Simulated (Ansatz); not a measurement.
# TaAgO3 (R3c): the LDA gap against the k mesh of the density

Aim: see how gap, energy and time of TaAgO3 (R3c) follow the k mesh of the density.

Calculated with Ansatz 0.2.0; DFT, LDA, plane waves, PAW; PAW set soft_1.

This is a report of a sequence of runs, with the program logs left out and the cost of each run kept.

**1. Starting point**

The structure is trigonal, space group R3c (No. 161). The conventional cell has a = 5.528 Å, b = 5.528 Å, c = 13.716 Å, α = 90.00°, β = 90.00°, γ = 120.00°. Nearest to Ta lie 6 O at 1.96 to 2.03 Å. Nearest to Ag lie 6 O at 2.40 to 2.78 Å. Nearest to O lie 2 Ta at 1.96 to 2.03 Å and 2 Ag at 2.40 to 2.78 Å. Farther neighbours, and contacts between anions beyond the nearest, are not listed.

Geometry: measured cell, ions relaxed with LDA. The runs that relaxed it are not among those shown.

**2. k mesh of the density: 2×2×2**

The input, input.yaml:

```yaml
crystal:
  lattice:
    - [2.76405, 1.5958250116, 4.5719666667]
    - [-2.76405, 1.5958250116, 4.5719666667]
    - [0.0, -3.1916500231, 4.5719666667]
  atoms:
    - { symbol: Ta, position: [-0.0026385787, -0.0026385787, -0.0026385787] }
    - { symbol: Ta, position: [0.4973614213, 0.4973614213, 0.4973614213] }
    - { symbol: Ag, position: [0.249001027, 0.249001027, 0.249001027] }
    - { symbol: Ag, position: [0.749001027, 0.749001027, 0.749001027] }
    - { symbol: O, position: [0.8177770211, 0.6856263691, 0.2524341615] }
    - { symbol: O, position: [0.2524341615, 0.8177770211, 0.6856263691] }
    - { symbol: O, position: [0.6856263691, 0.2524341615, 0.8177770211] }
    - { symbol: O, position: [0.7524341615, 0.1856263691, 0.3177770211] }
    - { symbol: O, position: [0.1856263691, 0.3177770211, 0.7524341615] }
    - { symbol: O, position: [0.3177770211, 0.7524341615, 0.1856263691] }
kpoints:
  mp_grid: { grid: [2, 2, 2] }
  band_path:
    path:
      - [0.0, 0.0, 0.0]
      - [-0.5, -0.5, -0.5]
      - [-0.24788857, -0.75211143, -0.5]
      - [0.24788857, -0.5, -0.24788857]
      - [0.0, -0.5, 0.0]
      - [0.37394429, -0.37394429, 0.0]
      - [0.0, -0.62605571, -0.37394429]
      - [0.0, -0.5, -0.5]
      - [0.1666666667, 0.1666666667, -0.3333333333]
    npoints: 1
hamiltonian:
  xc: lda
  pseudopotentials: { kind: paw, azcp: { folder: soft_1 }, xc_functional: pbe }
scf:
  occupations: { method: fixed }
  n_extra_bands: 7
output:
  eigenvalues: true
  forces: true
  stress: true
  write_density: true
  write_potential: true
  elf: true
  volumetric_format: npy
```

Launch:

```bash
> ansatz run input.yaml --threads 3 --pin off --max-ram 92160MiB --backend cuda --events-out ev --progress --plain --runs-dir out --devices 1 --max-vram 13GiB
```

Wall time 10 s (1 × NVIDIA H100 80GB HBM3 (shared by 6 runs) with 3 threads of AMD EPYC 7R13 (Zen 3), shared host); peak memory 0.95 GiB; 4 s of CPU time.

Numbers from this step:

```yaml
pressure: -7.687 GPa
gap: 1.780 eV
valence_top_at: k = (0.167, 0.167, -0.333)
conduction_bottom_at: F
least_direct_gap: 1.881 eV
```

The gap is indirect, with the least direct gap 0.10 eV higher.

**3. k mesh of the density: 4×4×4**

Edit input.yaml of step 2 so:

```diff
@@ -17,3 +17,3 @@
 kpoints:
-  mp_grid: { grid: [2, 2, 2] }
+  mp_grid: { grid: [4, 4, 4] }
   band_path:
@@ -40,5 +40 @@
   stress: true
-  write_density: true
-  write_potential: true
-  elf: true
-  volumetric_format: npy
```

Wall time 9 s (1 × NVIDIA H100 80GB HBM3 (shared by 6 runs) with 3 threads); peak memory 0.94 GiB.

Read from the output:

| Property | Result |
| --- | --- |
| pressure | -8.111 GPa |
| gap | 1.847 eV |
| valence top at | k = (0.167, 0.167, -0.333) |
| conduction bottom at | F |
| least direct gap | 1.946 eV |

The gap is 1.847 eV, +0.067 eV from the run before at this level.

**4. k mesh of the density: 6×6×6 (the default)**

input.yaml, the sections that differ from step 3:

```yaml
kpoints:
  mp_grid: { grid: [6, 6, 6] }
  band_path:
    path:
      - [[0.0, 0.0, 0.0], [-0.5, -0.5, -0.5], [-0.24788857, -0.75211143, -0.5]]
      - [[0.24788857, -0.5, -0.24788857], [0.0, -0.5, 0.0], [0.0, 0.0, 0.0], [0.37394429, -0.37394429, 0.0]]
      - [[0.0, -0.62605571, -0.37394429], [0.0, -0.5, -0.5], [0.0, 0.0, 0.0]]
    npoints: 10
scf:
  occupations: { method: fermi_dirac, width: 0.02 }
  n_extra_bands: 7
output:
  eigenvalues: true
  forces: true
  stress: true
  write_density: true
  write_potential: true
  elf: true
  volumetric_format: npy
# crystal, hamiltonian: as in step 3
```

Wall time 12 s (1 × NVIDIA H100 80GB HBM3 (shared by 6 runs) with 3 threads); peak memory 1 GiB; 6.7 s of CPU time.

Numbers from this step:

```yaml
pressure: -8.114 GPa
gap: 1.849 eV
valence_top_at: k = (0.167, 0.167, -0.333)
conduction_bottom_at: F
least_direct_gap: 1.948 eV
```

The gap is 1.849 eV, +0.002 eV from the run before at this level.

**5. k mesh of the density: 8×8×8**

input.yaml, the sections that differ from step 4:

```yaml
kpoints:
  mp_grid: { grid: [8, 8, 8] }
  band_path:
    path:
      - [0.0, 0.0, 0.0]
      - [-0.5, -0.5, -0.5]
      - [-0.24788857, -0.75211143, -0.5]
      - [0.24788857, -0.5, -0.24788857]
      - [0.0, -0.5, 0.0]
      - [0.37394429, -0.37394429, 0.0]
      - [0.0, -0.62605571, -0.37394429]
      - [0.0, -0.5, -0.5]
      - [0.1666666667, 0.1666666667, -0.3333333333]
    npoints: 1
scf:
  occupations: { method: fixed }
  n_extra_bands: 7
output:
  eigenvalues: true
  forces: true
  stress: true
# crystal, hamiltonian: as in step 4
```

The job ended after 12 s (1 × NVIDIA H100 80GB HBM3 (shared by 6 runs) with 3 threads; peak memory 0.95 GiB).

Numbers from this step:

```
pressure             : -8.114 GPa
gap                  : 1.849 eV
valence top at       : k = (0.167, 0.167, -0.333)
conduction bottom at : F
least direct gap     : 1.948 eV
```

The gap is 1.849 eV, as in the run before at this level.

**6. The series**

Differences are against the last row; a negative gap means that bands overlap, and a run with a band path holds that path's time. Times are wall times on 1 × NVIDIA H100 80GB HBM3 (shared by 6 runs) with 3 threads of AMD EPYC 7R13 (Zen 3), shared host, good to a factor of about two.

| k mesh of the density | gap (eV) | direct gap (eV) | gap error (eV) | energy error (meV/atom) | irreducible k | time |
| --- | --- | --- | --- | --- | --- | --- |
| 2×2×2 | 1.780 | 1.881 | −0.069 | +29.5 | 4 | 10 s |
| 4×4×4 | 1.847 | 1.946 | −0.002 | +0.3 | 13 | 9 s |
| 6×6×6 | 1.849 | 1.948 | −0.0001 | +0.0 | 32 | 12 s |
| 8×8×8 | 1.849 | 1.948 | +0.000 | +0.0 | 65 | 12 s |

**7. Results**

```
2×2×2 : 1.780 eV
4×4×4 : 1.847 eV
6×6×6 : 1.849 eV
8×8×8 : 1.849 eV
```

What this shows: The gap holds to 0.02 eV from 4×4×4 on. At 2×2×2 the gap is off by −0.069 eV and the energy by +29 meV/atom. The gap is read over the mesh and added points near the edges, so meshes differ mainly through the density and, for a hybrid, the exchange operator.

[Long decimals in the printed logs are rounded to 6 places.]

[Logs are printed without paths, hosts, clocks, repeated set-up lines and the standing remarks that a program may print on its own settings, such as how far it seeks lower states.]

[Paths, hosts, dates, memory and timing lines, banners, echoed tables and standing remarks are left out of the program output; an Ansatz launch command may be rebuilt from the run's recorded settings. Measured values are a selection of at most five: reports struck by readers or far from the other reports are left out. None is set beside runs whose start may be inverted or whose files or cutoffs have a known fault.]

[Runs of the session that timed out or met a known fault of the program may be left out.]

[Cells called generated may have been cut or substituted from an entry of the Crystallography Open Database or the Materials Project.]

[Hosts, paths, dates, database ids (printed as entryN), source tags and the programs' standing remarks are cut or masked in the printed files.]

[Where the starting crystal was built by hand or by swapping elements, it need not be the compound's stable phase.]
